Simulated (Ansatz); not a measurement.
# What PtC (model cell, started as CsCl type) distorts into

Which phase does PtC (model cell, started as CsCl type) fall into along its unstable mode, and how much energy does it gain?

Main program and level: Ansatz 0.2.0; DFT PBEsol, scalar-relativistic, plane waves, PAW.

The structure was built from a prototype and need not be the compound's stable phase.

## Step 1: The starting structure

The structure is cubic, space group Pm-3m (No. 221). Conventional cell: a = 2.771 Å, b = 2.771 Å, c = 2.771 Å, α = 90.00°, β = 90.00°, γ = 90.00°. Nearest to Pt lie 8 C at 2.40 Å. C has 8 Pt at 2.40 Å nearest. Farther neighbours are not listed.

## Step 2: Response at finite wavevector

The cell comes from relaxations at this level that are not shown. Stability and thermal properties need the whole zone. Linear response on a 4×4×4 q mesh gives force constants as far as a supercell of that size would.

Input file input.yaml:

```yaml
crystal:
  lattice:
    - [2.7712460625, 0.0, 0.0]
    - [0.0, 2.7712460625, 0.0]
    - [0.0, 0.0, 2.7712460625]
  atoms:
    - { symbol: Pt, position: [0.0, 0.0, 0.0] }
    - { symbol: C, position: [0.5, 0.5, 0.5] }
kpoints:
  mp_grid: { grid: [16, 16, 16] }
hamiltonian:
  xc: pbesol
scf:
  occupations: { method: methfessel_paxton, width: 0.15 }
output:
  eigenvalues: true
phonons:
  method: dfpt
  qmesh: [4, 4, 4]
  temperatures: { t_max: 1000, t_step: 50 }
  qpath:
    path:
      - [[0.0, 0.0, 0.0], [0.0, 0.5, 0.0], [0.5, 0.5, 0.0], [0.0, 0.0, 0.0], [0.5, 0.5, 0.5], [0.0, 0.5, 0.0]]
      - [[0.5, 0.5, 0.5], [0.5, 0.5, 0.0]]
    npoints: 10
```

Launch:

```console
$ ansatz run input.yaml --threads 4 --pin off --max-ram 7168MiB --backend cpu --events-out ev --progress --plain --runs-dir out
```

Numbers of over 12 decimals in the logs are rounded to 6 here.

The program printed:

```text
Engine: ansatz 0.2.0, aarch64-unknown-linux-gnu
Pseudopotentials: kind: paw
Pseudopotential: Pt, paw, valence charge 18, recommended cutoff 420 eV (normal), Pt.paw.azcp
Pseudopotential: C, paw, valence charge 4, recommended cutoff 420 eV (normal), C.paw.azcp
Functional definition: PBEsol
  exchange = pbesol_x
  correlation = pbesol_c
Crystal: 2 atoms, lattice volume = 21.283 Å³
Basis set: ecut = 420 eV, 437 PW (Γ), exchange–correlation on 40×40×40 points (8 copies of the dense FFT grid, shifted against one another)
Bands: 15, of which v1, the nominal top of the filled ones, is band 11 counted from 1 (10 counted from 0)
Symmetry: 48 space group operations
k-points: 165 of 4096
Non-local potential: Pt, projectors of the file, l = 0: 3, l = 1: 2, l = 2: 2, l = 3: 1
Non-local potential: C, projectors of the file, l = 0: 2, l = 1: 2, l = 2: 1
PAW form: soft (Blöchl's): semilocal exchange-correlation on the pseudo side does not see the compensation charge
PAW frozen core: Pt, regenerated for the run's functional, and the local potential with it (the file was generated under x = pbe(κ = 0.804, μ = 0.219515), c = pbe(β = 0.066725))
PAW frozen core: C, regenerated for the run's functional, and the local potential with it (the file was generated under x = pbe(κ = 0.804, μ = 0.219515), c = pbe(β = 0.066725))
PAW one-centre angular grid: Pt, 590 points (default); XC on 64 Gauss nodes
PAW one-centre angular grid: C, 110 points (default); XC on 64 Gauss nodes
Initial density: superposition of atomic densities (neutral atoms: chi_scale 0, normalization atom), corrected by the library's trained network
Initial wavefunctions: pseudopotential atomic-orbital guess
Functional: x = pbesol(κ = 0.804, μ = 0.123457), c = pbesol(β = 0.046)
SCF iter   1: F=—  HF=-12626.658239 eV  |F-HF|=—  |Δ(HF+E_count)|=         —  Δρ=9.17e-3  dr2=9.78e-3  ethr=1.77e-3  ⟨swp⟩=4.7  Hψ=11153  notcnv=0
preconditioner: auto → none  [metal: Δε(μ)=0.004 eV  Ē_g=10.822 eV  σ=0.150 eV  W_gap=0.02  n_scr=6 (ndim 8)  ℏωp=30.1 eV  f_vac=0.000  D(μ)=1.29/eV (n_scr^D=18)  sad-step TF]
SCF iter   2: F=—  HF=-12626.656880 eV  |F-HF|=—  |Δ(HF+E_count)|=   1.36e-3  S|Δr|=    0.00e0  Δρ=5.23e-3  dr2=3.43e-3  ethr=4.44e-5  ⟨swp⟩=2.0  Hψ=4691  notcnv=0
SCF iter   3: F=—  HF=-12626.655889 eV  |F-HF|=—  |Δ(HF+E_count)|=   9.91e-4  S|Δr|=    0.00e0  Δρ=4.00e-4  dr2=2.38e-5  ethr=1.56e-5  ⟨swp⟩=2.0  Hψ=3530  notcnv=0
SCF iter   4: F=—  HF=-12626.655883 eV  |F-HF|=—  |Δ(HF+E_count)|=   6.31e-6  S|Δr|=    0.00e0  Δρ=8.14e-5  dr2=1.02e-6  ethr=1.08e-7  ⟨swp⟩=2.1  Hψ=3667  notcnv=0
SCF iter   5: F=—  HF=-12626.655883 eV  |F-HF|=—  |Δ(HF+E_count)|=   1.86e-7  S|Δr|=    0.00e0  Δρ=8.38e-6  dr2=7.12e-9  ethr=4.64e-9  ⟨swp⟩=2.0  Hψ=3982  notcnv=0
SCF iter   6: F=—  HF=-12626.655883 eV  |F-HF|=—  |Δ(HF+E_count)|=  5.66e-10  S|Δr|=    0.00e0  Δρ=7.06e-7  dr2=7.38e-11  ethr=3.24e-11  ⟨swp⟩=2.3  Hψ=4342  notcnv=0
SCF iter   7: F=-12626.655883 eV  HF=-12626.655883 eV  |F-HF|=3.64e-12  |Δ(HF+E_count)|=  9.09e-12  S|Δr|=    0.00e0  Δρ=4.17e-8  dr2=2.00e-13  ethr=1.00e-12  ⟨swp⟩=5.2  Hψ=9870  notcnv=0
SCF 1 converged in 7 iterations: F = -12626.655883 eV  dr2 = 2.00e-13
  greatest PAW one-centre occupation: 1.000 electrons in one spin orbital (limit 2), on the Pt atom at site 0 (counted from 0), in its partial waves of l = 0
Initial density: read from a saved state, or passed on in memory by an earlier SCF of this step, an earlier step, the calling program or the single point that the run made first
iter 1 solved again at ethr=6.14e-9 eV; its pass at ethr=3.10e-3 eV (dr2=1.35e-6 eV) is discarded
SCF iter   1: F=—  HF=-12626.655883 eV  |F-HF|=—  |Δ(HF+E_count)|=         —  Δρ=3.95e-7  dr2=4.83e-11  ethr=6.14e-9  ⟨swp⟩=3.3  Hψ=18875  notcnv=0
preconditioner: auto → none  [metal: Δε(μ)=0.001 eV  Ē_g=10.812 eV  σ=0.150 eV  W_gap=0.01  n_scr=6 (ndim 8)  ℏωp=30.1 eV  f_vac=0.000  D(μ)=1.27/eV (n_scr^D=18)]
SCF iter   2: F=—  HF=-12626.655883 eV  |F-HF|=—  |Δ(HF+E_count)|=   1.32e-8  S|Δr|=    0.00e0  Δρ=2.30e-7  dr2=1.62e-11  ethr=1.00e-12  ⟨swp⟩=2.7  Hψ=4595  notcnv=0
SCF iter   3: F=-12626.655883 eV  HF=-12626.655883 eV  |F-HF|=1.27e-11  |Δ(HF+E_count)|=  3.64e-12  S|Δr|=    0.00e0  Δρ=1.48e-7  dr2=6.75e-12  ethr=1.00e-12  ⟨swp⟩=2.9  Hψ=5730  notcnv=0
SCF 2 converged in 3 iterations: F = -12626.655883 eV  dr2 = 6.75e-12
phonons: the bands overlap, so this run is a metal and interpolates without the dipole-dipole term. If the crystal is really an insulator or semiconductor, its LO-TO splitting is missing
NSCF: frozen V_eff on 165 k-points
WARN: eigensolver did not converge in 2 slots of this pass, the one above among them; of largest residual over every band (k=9): 1 band(s) unlocked (lowest unlocked band 14, counted from 0; max residual 2.71e-6 eV among the unlocked bands, 2.71e-6 eV over every band); of lowest unlocked band (k=1): band 14
NSCF: frozen V_eff on 405 k-points
DFPT response loops at q = (0, 0, 0) (fractional): preconditioner auto → Kerker (q_TF=auto, 2.743 Å⁻¹) (partly filled bands, converged f_vac=0.000); β = 1.00, the filter's whole step (`scf.mixing.beta` (0.50) is not read by the response loops under this deck's `scf.mixing.preconditioner`; to damp them name `kerker` or `kerker_dos`, under which they read `scf.mixing.beta`, and type it under 1.00, their step now; both keys bind the ground state too); Broyden in place of MSR1
NSCF: frozen V_eff on 2592 k-points
DFPT response loops at q = (0, 0, 0.25) (fractional): mixed as the last ones told, above
NSCF: frozen V_eff on 1458 k-points
DFPT response loops at q = (0, 0, -0.5) (fractional): mixed as the last ones told, above
NSCF: frozen V_eff on 4608 k-points
DFPT response loops at q = (0, 0.25, 0.25) (fractional): mixed as the last ones told, above
NSCF: frozen V_eff on 2592 k-points
DFPT response loops at q = (0, 0.25, -0.5) (fractional): mixed as the last ones told, above
NSCF: frozen V_eff on 1458 k-points
DFPT response loops at q = (0, -0.5, -0.5) (fractional): mixed as the last ones told, above
NSCF: frozen V_eff on 4352 k-points
DFPT response loops at q = (0.25, 0.25, 0.25) (fractional): mixed as the last ones told, above
NSCF: frozen V_eff on 4608 k-points
DFPT response loops at q = (0.25, 0.25, -0.5) (fractional): mixed as the last ones told, above
NSCF: frozen V_eff on 2592 k-points
DFPT response loops at q = (0.25, -0.5, -0.5) (fractional): mixed as the last ones told, above
NSCF: frozen V_eff on 810 k-points
DFPT response loops at q = (-0.5, -0.5, -0.5) (fractional): mixed as the last ones told, above
SCF converged after 7 iterations
Stability not checked: this state was not tested for a lower state beside it, because cold or Methfessel-Paxton smearing, or corrected tetrahedra, fill the levels in a way that the test cannot read (fill_not_monotonic; see scf.lower_state_search)
Free energy (F): -12626.655883 eV
Harris-Foulkes:  -12626.655883 eV  (|F-HF|=3.64e-12)
Internal energy: -12626.657855 eV  (E = F + TS)
E sigma→0 (E₀):  -12626.656376 eV
Entropy (-TS):   0.001972 eV (0.986 meV/atom)
Fermi energy:    20.635853 eV
--- Per-component energies (eV) ---
  E_band       = -138.714589
  E_kinetic    = 718.792730
  E_local      = -1674.354255  (includes V_loc(G=0)·N_el)
  E_nonlocal   = 231.116714
  E_hartree    = 620.711833
  E_xc         = -306.713284
  E_vxc        = -360.016452  (∫ρ·V_xc dr)
  E_paw        = -9410.215440  (= ΣΔE_a)
  E_vpaw       = -295.677163  (= ΣTr[D̂ρ^β])
  E_aug_tail   = 0.000150  (compensation charges beyond the density's cutoff)
  E_ewald      = -2806.304384
  E_core_change = 0.308082  (= ΣΔE_core)
  E_smearing   = 0.001972  (= −TS)
  E_closure    = 0.000000  (closes the sum)
  Σ components = -12626.655883   (vs F -12626.655883, Δ=0.00e0)
--- Band table (eV; the first three rows and the last of 165) ---
  k-point 0: bands = [... 7 lower, 18.7888, 18.7888, 18.7888, 20.4175, 20.4175, 20.4175, 25.0119, 36.4094]
  k-point 1: bands = [... 7 lower, 18.4820, 18.4820, 18.7974, 20.1515, 20.7525, 20.7525, 25.2698, 36.0872]
  k-point 2: bands = [... 7 lower, 17.8992, 17.8992, 18.8220, 19.5781, 21.4195, 21.4195, 25.8621, 35.2988]
  k-point 164: bands = [... 7 lower, 12.6434, 20.4878, 20.4878, 24.6858, 24.6858, 24.6858, 26.0479, 26.0479]
--- Phonons (Γ-DFPT): 2 representative perturbations + reference (Σ response iterations 7) ---
  ASR residual: 3.272e-5 → 0.000e0 eV/Å²; symmetrization residual: 1.113e-6 eV/Å²
  ASR residual per site (eV/Å²): 3.27e-5 3.09e-6
  Γ frequencies (cm⁻¹): -273.79 -273.79 -273.79 0.00 0.00 0.00
--- Phonons (arbitrary-q DFPT): 10 irreducible q on the 4×4×4 mesh ---
  q = [0.0000, 0.0000, 0.0000] (star 1, of the zone-centre solve; hermiticity 7.13e-7, symmetrization 1.59e-12): -273.79 -273.79 -273.79 -0.00 -0.00 0.00
  q = [0.0000, 0.0000, 0.2500] (star 6, 4 solved perturbations in 4032 linear systems a pass and spin channel, the states on 1296 of 4096 k-point pairs; hermiticity 1.37e-7, symmetrization 2.30e-12): -255.99 -255.99 -111.47 12.63 12.63 160.95
  q = [0.0000, 0.0000, -0.5000] (star 3, 4 solved perturbations in 2268 linear systems a pass and spin channel, the states on 729 of 4096 k-point pairs; hermiticity 6.04e-9, symmetrization 3.31e-9): -244.11 -244.11 29.80 29.80 147.16 343.50
  q = [0.0000, 0.2500, 0.2500] (star 12, 4 solved perturbations in 7056 linear systems a pass and spin channel, the states on 2304 of 4096 k-point pairs; hermiticity 3.72e-7, symmetrization 1.19e-13): -246.49 -198.57 -107.03 -17.81 91.47 158.33
  q = [0.0000, 0.2500, -0.5000] (star 12, 6 solved perturbations on 1296 of 4096 k-point pairs; hermiticity 3.75e-7, symmetrization 2.54e-8): -260.52 -203.91 -9.64 82.76 136.97 229.58
  q = [0.0000, -0.5000, -0.5000] (star 3, 4 solved perturbations in 2268 linear systems a pass and spin channel, the states on 729 of 4096 k-point pairs; hermiticity 7.97e-7, symmetrization 6.50e-13): -278.21 -52.11 -13.74 -13.74 141.18 141.18
  q = [0.2500, 0.2500, 0.2500] (star 8, 2 solved perturbations on 2176 of 4096 k-point pairs; hermiticity 2.01e-7, symmetrization 1.68e-12): -177.00 -177.00 -132.36 75.95 75.95 112.60
  q = [0.2500, 0.2500, -0.5000] (star 12, 4 solved perturbations in 7056 linear systems a pass and spin channel, the states on 2304 of 4096 k-point pairs; hermiticity 1.66e-7, symmetrization 3.54e-9): -216.06 -172.83 64.28 68.04 126.70 204.28
  q = [0.2500, -0.5000, -0.5000] (star 6, 4 solved perturbations in 4032 linear systems a pass and spin channel, the states on 1296 of 4096 k-point pairs; hermiticity 3.98e-7, symmetrization 1.03e-9): -260.38 -185.80 -185.80 79.89 130.35 130.35
  q = [-0.5000, -0.5000, -0.5000] (star 1, 2 solved perturbations on 405 of 4096 k-point pairs; hermiticity 4.34e-10, symmetrization 2.17e-10): -70.57 -70.57 -70.57 147.82 147.82 147.82
  sum rule: each row above includes the acoustic sum rule's correction from the zone centre's row sums; it moved no ω² by more than (0.26 cm⁻¹)²
  mesh force constants: q→R imaginary residual 1.39e-18; ASR residual 3.272e-5 → 0.000e0 eV/Å²; symmetrization residual 5.329e-15 eV/Å²
  interpolated dispersion: 62 rows × 6 modes
  density of states and harmonic sums: on the 24×24×24 q-mesh, interpolated from the force constants of a 4×4×4 supercell (no non-analytic term)
  largest difference from the sums on the solved wave vectors: F 1.10e-1 eV, S 1.43e-4 and C_V 3.58e-5 eV/K
  zero-point energy: 0.021629 eV/cell   skipped modes (ω ≤ 0): 1248, of them read as no rigid motion or as one in doubt: 1245 (2.656e0 modes/cell left out, lowest -283.02 cm⁻¹)   left out of the sums: 4.43e-1 of the cell's modes: C_V's classical limit lies that fraction below 3 k_B per atom; for a crystal, a wire or a layer, F and S can be off by more, and a phonons.interpolated_qmesh denser along its periods is the remedy for the sampling
```

The job ended after 3.9 min (4 threads of Arm Neoverse V2, shared host; peak memory 2 GiB; 15 min of CPU time).

In the SCF lines HF is the Harris–Foulkes energy and dr2 the Hartree energy of the density residual, in eV; the loop may stop once dr2 is under the threshold and the program's other checks hold. Hψ counts applications of the Hamiltonian.

Numbers from this step:

| Quantity | Value |
| --- | --- |
| volume per atom | 10.64 Å³ |
| gap on the k-mesh | 0 eV |
| sum-rule residual before enforcement | 3.27e-5 eV/Å² |
| lowest frequency on the path | -282.6 cm⁻¹ |
| point group | m-3m |
| highest frequency on the path or at a solved wavevector | 343.5 cm⁻¹ |
| highest optical mode at the zone centre (no LO-TO term) | -273.8 cm⁻¹ |
| lowest optical zone-centre mode | -273.8 cm⁻¹ |
| lowest mode on the q mesh (acoustic modes at Γ apart) | -278.2 cm⁻¹ |

Frequencies (cm⁻¹) solved at each irreducible wavevector; negative means imaginary. Frequencies by wavevector, by row:

```
q in reciprocal lattice units  star  mode 1  mode 2  mode 3  mode 4  mode 5  mode 6
                        0 0 0     1  -273.8  -273.8  -273.8       0       0       0
                     0 0 0.25     6    -256    -256  -111.5    12.6    12.6   160.9
                     0 0 -0.5     3  -244.1  -244.1    29.8    29.8   147.2   343.5
                  0 0.25 0.25    12  -246.5  -198.6    -107   -17.8    91.5   158.3
                  0 0.25 -0.5    12  -260.5  -203.9    -9.6    82.8     137   229.6
                  0 -0.5 -0.5     3  -278.2   -52.1   -13.7   -13.7   141.2   141.2
               0.25 0.25 0.25     8    -177    -177  -132.4      76      76   112.6
               0.25 0.25 -0.5    12  -216.1  -172.8    64.3      68   126.7   204.3
               0.25 -0.5 -0.5     6  -260.4  -185.8  -185.8    79.9   130.3   130.3
               -0.5 -0.5 -0.5     1   -70.6   -70.6   -70.6   147.8   147.8   147.8
```

Interpolated from a 4×4×4 q mesh. Phonon branches along the path, in cm⁻¹:

```csv
point,branch 1,branch 2,branch 3,branch 4,branch 5,branch 6
Γ,-274,-274,-274,0,0,0
halfway,-256,-256,-112,13,13,161
X,-244,-244,30,30,147,344
halfway,-260,-204,-10,83,137,230
M,-278,-52,-14,-14,141,141
halfway,-246,-199,-107,-18,92,158
Γ,-274,-274,-274,0,0,0
halfway,-177,-177,-132,76,76,113
R,-71,-71,-71,148,148,148
halfway,-216,-173,64,68,127,204
X,-244,-244,30,30,147,344
jump to R,-71,-71,-71,148,148,148
halfway,-260,-186,-186,80,130,130
M,-278,-52,-14,-14,141,141
```

The phonon branches as a text plot (rows in cm⁻¹):

```
    330 |      ***                                      **
    304 |         *                                    *
    278 |     *    *                                  *
    252 |                                            *
    226 |    *
    200 |           *                               *
    174 |            *     **
    148 |   *  *****  *** *  **              *****    *******   *
    122 |     *     *** *****        ****  **    *****     * ***
     96 |  *        **   *   * *         ***       *        *
     70 | *       **  *   *   * *   *  **           *        *
     43 |    *   *      *      *** ****            * ****
     17 |*  ********             * *                     *    *
     -9 |***           *   ********
    -35 |           ***  **                                    **
    -61 |              **  **                 **                *
    -87 |             *  *                                *    *
   -113 |   *                *               *  * *
   -139 |            *    *   *         **** *   *            *
   -165 |           *      **          **  **    ****      *
   -191 |                    * *     **              *     ***
   -217 |  *       *          *     *  *          *****
   -243 | * ********       ******    **               ****  *
   -270 |***        *******    ******                        ****
         Γ      X      M          Γ            R        X|R     M
```

Symmetry leaves 10 wavevectors to solve. The lowest mode among them, the acoustic zeros apart, lies at q = (0, -0.5, -0.5) and is imaginary, 278.2i cm⁻¹, so the energy falls along it. Between them the interpolated path dips to 283i cm⁻¹.

## Step 3: The mode frozen in, largest atomic shift 0 Å

The mode followed lies at Γ with frequency 273.8i cm⁻¹ and is 3-fold degenerate, one of the unstable modes though not the softest. At small amplitude the distorted cell has space group no. 38 by a symmetry search on the positions. The undistorted cell that holds it gives the zero of energy on the same k mesh.

input.yaml, the sections that differ from step 2:

```yaml
output:
  forces: true
  stress: true
  eigenvalues: true
# crystal, kpoints, hamiltonian, scf: as in step 2
# phonons: removed
```

The program printed:

```text
[...]
Crystal: 2 atoms, lattice volume = 21.283 Å³
Basis set: ecut = 420 eV, 437 PW (Γ), exchange–correlation on 40×40×40 points (8 copies of the dense FFT grid, shifted against one another)
Bands: 15, of which v1, the nominal top of the filled ones, is band 11 counted from 1 (10 counted from 0)
Symmetry: 48 space group operations
[...]
k-points: 165 of 4096
[...]
--- Band table (eV; the first three rows and the last of 165) ---
  k-point 0: bands = [... 7 lower, 18.7888, 18.7888, 18.7888, 20.4176, 20.4176, 20.4176, 25.0119, 36.4094]
  k-point 1: bands = [... 7 lower, 18.4820, 18.4820, 18.7974, 20.1516, 20.7525, 20.7525, 25.2698, 36.0872]
  k-point 2: bands = [... 7 lower, 17.8991, 17.8991, 18.8220, 19.5782, 21.4195, 21.4195, 25.8621, 35.2988]
  k-point 164: bands = [... 7 lower, 12.6435, 20.4877, 20.4877, 24.6858, 24.6858, 24.6858, 26.0479, 26.0479]
[key lines of the parts left out:]
SCF converged after 5 iterations
Free energy (F): -12626.655883 eV
Fermi energy:    20.635847 eV
P = ⅓ Tr σ = -0.0001 GPa (-0.001 kbar)
```

The job ended after 0.68 s (4 threads; peak memory 0.33 GiB).

Numbers from this step:

| Quantity | Value |
| --- | --- |
| pressure | -6.91e-5 GPa |
| energy from the undistorted cell | 0 meV/atom |

The run ends at a pressure of 0.00 GPa.

## Step 4: The mode frozen in, largest atomic shift 0.32 Å

The atoms are moved along the unstable eigenvector, the largest shift by 0.32 Å, with the cell fixed.

input.yaml, the sections that differ from step 3:

```yaml
crystal:
  lattice:
    - [2.7712460625, 0.0, 0.0]
    - [0.0, 2.7712460625, 0.0]
    - [0.0, 0.0, 2.7712460625]
  atoms:
    - { symbol: Pt, position: [0.0, 0.0050270986, 0.0050270986] }
    - { symbol: C, position: [0.5, 0.4183493039, 0.4183493039] }
# kpoints, hamiltonian, scf, output: as in step 3
```

The program printed:

```text
[...]
Crystal: 2 atoms, lattice volume = 21.283 Å³
Basis set: ecut = 420 eV, 437 PW (Γ), exchange–correlation on 40×40×40 points (8 copies of the dense FFT grid, shifted against one another)
Bands: 15, of which v1, the nominal top of the filled ones, is band 11 counted from 1 (10 counted from 0)
Symmetry: 4 space group operations
[...]
k-points: 657 of 4096 (time reversal used)
[...]
--- Band table (eV; the first three rows and the last of 657) ---
  k-point 0: bands = [... 7 lower, 17.7324, 18.2297, 18.7495, 21.1750, 21.2876, 21.3736, 24.8406, 34.2678]
  k-point 1: bands = [... 7 lower, 17.6043, 18.0737, 18.7033, 20.8971, 21.3842, 21.6237, 25.1170, 34.3271]
  k-point 2: bands = [... 7 lower, 17.2533, 17.7043, 18.6506, 20.2274, 21.8910, 22.0380, 25.7189, 34.3300]
  k-point 656: bands = [... 7 lower, 14.5443, 20.3212, 20.3708, 23.0976, 23.1365, 24.6837, 26.0348, 28.2135]
[key lines of the parts left out:]
SCF converged after 6 iterations
Free energy (F): -12626.742333 eV
Fermi energy:    20.660423 eV
P = ⅓ Tr σ = 9.7121 GPa (97.121 kbar)
```

Run time: 3.6 s. Hardware: 4 threads; peak memory 0.51 GiB.

Numbers from this step:

```
pressure                         : 9.712 GPa
energy from the undistorted cell : -43.06 meV/atom
```

The energy, extrapolated to zero smearing, is -43.06 meV/atom against the undistorted cell.

The run ends at a pressure of 9.71 GPa, with forces up to 0.070 eV/Å.

[end of part 1 of 3]

[Logs are printed without paths, hosts, clocks, repeated set-up lines and the standing remarks that a program may print on its own settings, such as how far it seeks lower states.]

[Hosts, paths, dates, database ids (printed as entryN), source tags and the programs' standing remarks are cut or masked in the printed files.]
